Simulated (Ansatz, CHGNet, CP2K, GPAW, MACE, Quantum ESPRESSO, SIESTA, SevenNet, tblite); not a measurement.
# How far do other methods lie from plane waves? Random packing of 40Si3N4-60SiO2 (mol %) (92 atoms)

Aim: forces, pressure of random packing of 40Si3N4-60SiO2 (mol %) (92 atoms) at one geometry, from other programs and methods, against plane-wave PBE.

Results are calculated, not measured.

## Step 1: The cell

The cell holds 92 atoms (36 Si, 32 N and 24 O), with edges of 10.62, 10.62 and 10.62 Å. Recipe: 92 atoms (36 Si, 32 N, 24 O) packed at random in a cube at 2.56 g/cm³ and pushed apart as soft spheres, cations and anions kept from their own kind; a start for melting by ab initio MD, not an equilibrated structure. Then every atom was moved at random, 0.05 Å r.m.s. a Cartesian component. The density is 2.56 g/cm³.

## Step 2: The reference input

Quantum ESPRESSO 7.5: Kohn-Sham DFT, PBE, SSSP efficiency 1.3.0 pseudopotentials, plane waves. Its input, pw.in:

```
&control
  calculation = 'scf'
  pseudo_dir = './pseudo'
  outdir = './tmp'
  disk_io = 'none'
  tprnfor = .true.
  tstress = .true.
/
&system
  ibrav = 0
  nat = 92
  ntyp = 3
  ecutwfc = 60
  ecutrho = 480
  nosym = .true.
  occupations = 'smearing'
  smearing = 'fd'
  degauss = 0.003675
/
&electrons
  conv_thr = 4.6e-07
  electron_maxstep = 100
  mixing_beta = 0.4
  mixing_mode = 'plain'
  diagonalization = 'david'
/
ATOMIC_SPECIES
Si 28.085 Si.upf
N 14.007 N.upf
O 15.999 O.upf
CELL_PARAMETERS angstrom
10.61780 0.00000 0.00000
0.00000 10.61780 0.00000
0.00000 0.00000 10.61780
ATOMIC_POSITIONS crystal
Si 0.21098 0.28188 0.03810
Si 0.01739 0.62506 0.03996
Si 0.04966 0.99366 0.75042
Si 0.46118 0.81824 0.44508
[... 86 atom lines left out ...]
O 0.06842 0.63862 0.29760
O 0.50602 0.72724 0.03236
K_POINTS gamma
```

```console
$ OMP_NUM_THREADS=1 mpirun -np 4 pw.x -in pw.in > output.txt
```

It took 9.7 min on 4 MPI ranks of Arm Neoverse V1, shared host; peak memory 4.3 GiB.

It converged with an r.m.s. force component of 1.6 eV/Å and a pressure of -14 GPa.

## Step 3: What was run beside it

- CHGNet: machine-learned potential, published weights.
- CP2K 2026.2: Gaussian basis with GTH pseudopotentials and a plane-wave density; labels give functional, basis (MOLOPT sets; SR short-range, UZH the newer set with its own potentials), grid cutoff/relative cutoff and solver (OT: orbital transformation; TRS4, TC2, SIGN: linear-scaling purification with its sparsity filter), or its built-in tight binding.
- GPAW 26.7.0: PAW with atomic orbitals (LCAO), plane waves or a real-space grid of spacing h.
- MACE: machine-learned potential, published weights.
- Quantum ESPRESSO 7.5: plane waves; labels (QE) give functional, pseudopotential set and cutoffs of waves/density.
- SIESTA 5.4.2: numerical atomic orbitals, whose automatically made sets are far from complete, with PseudoDojo norm-conserving potentials that we converted to its format (checked against plane waves on the same files for H, C, O, Si, Ge and Ca alone); labels give functional, basis size, energy shift and mesh cutoff.
- SevenNet: machine-learned potential, published weights.
- tblite 0.8.0: extended tight binding, driven from Python.

All use the same cell and atoms, and the electronic-structure runs the same k-mesh.

## Step 4: Side by side

Differences are against the reference: forces as r.m.s. over components, share as that over the reference's r.m.s. force, slope as the fitted ratio of a run's forces to the reference's.

| run | Δ force, r.m.s. (meV/Å) | share (%) | slope | Δ pressure (GPa) | cores | CPU time | memory (GiB) |
| --- | --- | --- | --- | --- | --- | --- | --- |
| reference | - | - | - | - | 4 | 39 min | 4.3 |
| CHGNet r2SCAN potential | 814 | 50.5 | 1.075 | -5.26 | 1 | 4.7 s | 1.4 |
| CP2K PBE, DZVP-MOLOPT-SR, 600/50 Ry, diagonalisation | 61.5 | 3.82 | 0.997 | 0.710 | 4 | 13 min | 4.4 |
| CP2K PBE, SZV-MOLOPT-SR, 600/50 Ry, diagonalisation (coarse) | 1350 | 83.7 | 0.782 | 24.6 | 2 | 8.2 min | 3.4 |
| GPAW PBE, LCAO dzp, h 0.18 Å | 291 | 18.1 | 0.952 | - | 1 | 10 min | 1.7 |
| GPAW PBE, LCAO dzp, h 0.25 Å (coarse) | 559 | 34.7 | 0.937 | - | 1 | 5.3 min | 0.78 |
| GPAW PBE, LCAO sz(dzp), h 0.18 Å (coarse) | 1489 | 92.3 | 0.720 | - | 1 | 2.7 min | 1.3 |
| MACE MPA-0 medium potential | 466 | 28.9 | 0.964 | 0.260 | 1 | 9 s | 1.1 |
| QE PBE, gbrv-1.5, 40/200 Ry | 15.2 | 0.941 | 1.003 | 0.159 | 2 | 18 min | 1.4 |
| SIESTA PBE, DZP, shift 0.01 Ry, mesh 100 Ry (coarse) | 226 | 14.0 | 0.963 | 1.53 | 2 | 2.7 min | 0.73 |
| SIESTA PBE, DZP, shift 0.01 Ry, mesh 500 Ry | 222 | 13.8 | 0.960 | 1.53 | 2 | 16 min | 2.3 |
| SIESTA PBE, SZ, shift 0.01 Ry, mesh 500 Ry (coarse) | 1574 | 97.6 | 0.725 | 19.9 | 1 | 4.7 min | 0.94 |
| SIESTA PBE, SZP, shift 0.01 Ry, mesh 500 Ry (coarse) | 550 | 34.1 | 0.927 | 4.58 | 2 | 13 min | 2.1 |
| SevenNet l3i5 potential | 549 | 34.0 | 0.961 | -0.813 | 1 | 14 s | 1.6 |
| tblite GFN1-xTB | 637 | 39.5 | 1.054 | -4.14 | 1 | 6.2 s | 0.13 |

Rows marked coarse use a setting chosen to be so.

Times of the machine-learned potentials are mostly Python's start and the loading of weights.

CPU time is summed over cores on shared hosts, so it is rough.

## Step 5: What came out

Forces lie from 0.94 % (QE PBE, gbrv-1.5, 40/200 Ry) to 98 % (SIESTA PBE, SZ, shift 0.01 Ry, mesh 500 Ry, coarse) of the reference's r.m.s. force of 1.6 eV/Å away from it. Other PBE runs on plane waves or a grid: QE PBE, gbrv-1.5, 40/200 Ry 0.94 % of the r.m.s. force; the reference has errors of its own, so differences under a few per cent don't tell which side is nearer the exact PBE result. The PBE runs in local orbitals, coarse settings apart, differ by 3.8 % (CP2K PBE, DZVP-MOLOPT-SR, 600/50 Ry, diagonalisation) to 18 % (GPAW PBE, LCAO dzp, h 0.18 Å); basis, grid and potentials can all enter. Tight binding differs by 40 % (tblite GFN1-xTB); it is another model, with fitted parameters of its own, and the xTB methods hold dispersion.

Machine-learned potentials differ by 29 % (MACE MPA-0 medium potential) to 50 % (CHGNet r2SCAN potential); they were trained on other programs' data, some at another functional. Runs with settings chosen to be coarse differ by 14 % (SIESTA PBE, DZP, shift 0.01 Ry, mesh 100 Ry) to 98 % (SIESTA PBE, SZ, shift 0.01 Ry, mesh 500 Ry), their programs' other errors included. From GPAW PBE, LCAO dzp, h 0.25 Å to the finer GPAW PBE, LCAO dzp, h 0.18 Å the share falls from 35 to 18 %. From SIESTA PBE, DZP, shift 0.01 Ry, mesh 100 Ry to the finer SIESTA PBE, DZP, shift 0.01 Ry, mesh 500 Ry the share goes from 14.0 to 13.8 %, so the grid isn't what parts these runs from the reference. Pressures at PBE, coarse settings apart, lie +0.16 to +1.53 GPa from the reference's.

**Limits.** Periodic xTB results under one method name differ between programs and library versions. The reference's pressure holds the uncorrected Pulay stress of its 60 Ry basis, so small pressure differences, may be the reference's own error. Machine-learned potentials mimic data converged in k, so the reference's own k-point error enters their differences. The electronic-structure runs sample only Γ, in a cell whose shortest periodic width is 11 Å, which is coarse for a cell with partly filled levels. The reference's pressure of -14 GPa reflects the volume that the recipe set, positions that aren't this level's minimum and the basis. The reference has no spin polarisation, so local moments can't form. Where levels are smeared, the DFT runs use Fermi–Dirac occupations at 580 K (0.05 eV), and energies are free energies. The atoms were displaced at random, and shares hang on the size of the forces that this gives. The reference's cutoffs and mesh weren't converged further here.

[Long decimals in the printed logs are rounded to 6 places.]

[Logs are printed without paths, hosts, clocks, repeated set-up lines and the standing remarks that a program may print on its own settings, such as how far it seeks lower states.]

[Hosts, paths, dates, database ids (printed as entryN), source tags and the programs' standing remarks are cut or masked in the printed files.]

[Only finished runs are shown, without SIESTA runs on faulty potentials for Cu, Fe, Ni or Zn; cells were taken only where this reference lay near another plane-wave run.]
